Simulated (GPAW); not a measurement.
```cif
data_cai2
_symmetry_space_group_name_H-M 'P 1'
_symmetry_Int_Tables_number 1
_cell_length_a 4.2113
_cell_length_b 4.2113
_cell_length_c 15.0000
_cell_angle_alpha 90.000
_cell_angle_beta 90.000
_cell_angle_gamma 120.000
_cell_volume 230.38
loop_
_atom_site_label
_atom_site_type_symbol
_atom_site_fract_x
_atom_site_fract_y
_atom_site_fract_z
_atom_site_occupancy
Ca1 Ca 0.33333 0.66667 0.50000 1
I2 I 0.66667 0.33333 0.62796 1
I3 I 0.66667 0.33333 0.37204 1
_calc_subject 'Quasiparticle gap of CaI2 (2H monolayer) in GPAW'
_calc_method 'DFT, LDA, plane waves, PAW (and 1 further level or step)'
_calc_program 'GPAW 26.7.0'
_calc_settings_of_one_run 'cutoff 550 eV, GPAW PAW setups 1.2.1 data release, 9×9×1 k-mesh'
_calc_cost '4 runs, 6.3 min in all on 4 MPI ranks of Arm Neoverse V1, shared host (the runs of this entry)'
_calc_notes 'Values taken over the cell’s volume include its vacuum. The start is a generated structure, not a measured one. Limits: no spin-orbit coupling. Bands and cutoff are finite, so the gap is not at the basis limit. The miss can reach some tenths of an eV and take either sign; the mesh is an error of its own.'
_calc_lda_gap '3.00 eV, indirect'
_calc_g0w0_gap_on_the_mesh '5.41 eV'
_calc_gw_settings '6×6×1 mesh, 173 bands, screening to 48 eV, full frequency, Hilbert transform'
_calc_known_limits 'not at the basis limit; no spin-orbit coupling'
```

[Paths, hosts, dates, memory and timing lines, banners, echoed tables and standing remarks are left out of the program output.]

[Logs are printed without paths, hosts, clocks, repeated set-up lines and the standing remarks that a program may print on its own settings, such as how far it seeks lower states.]

[Runs of the session that timed out or met a known fault of the program may be left out.]

[Hosts, paths, dates, database ids (printed as entryN), source tags and the programs' standing remarks are cut or masked in the printed files.]
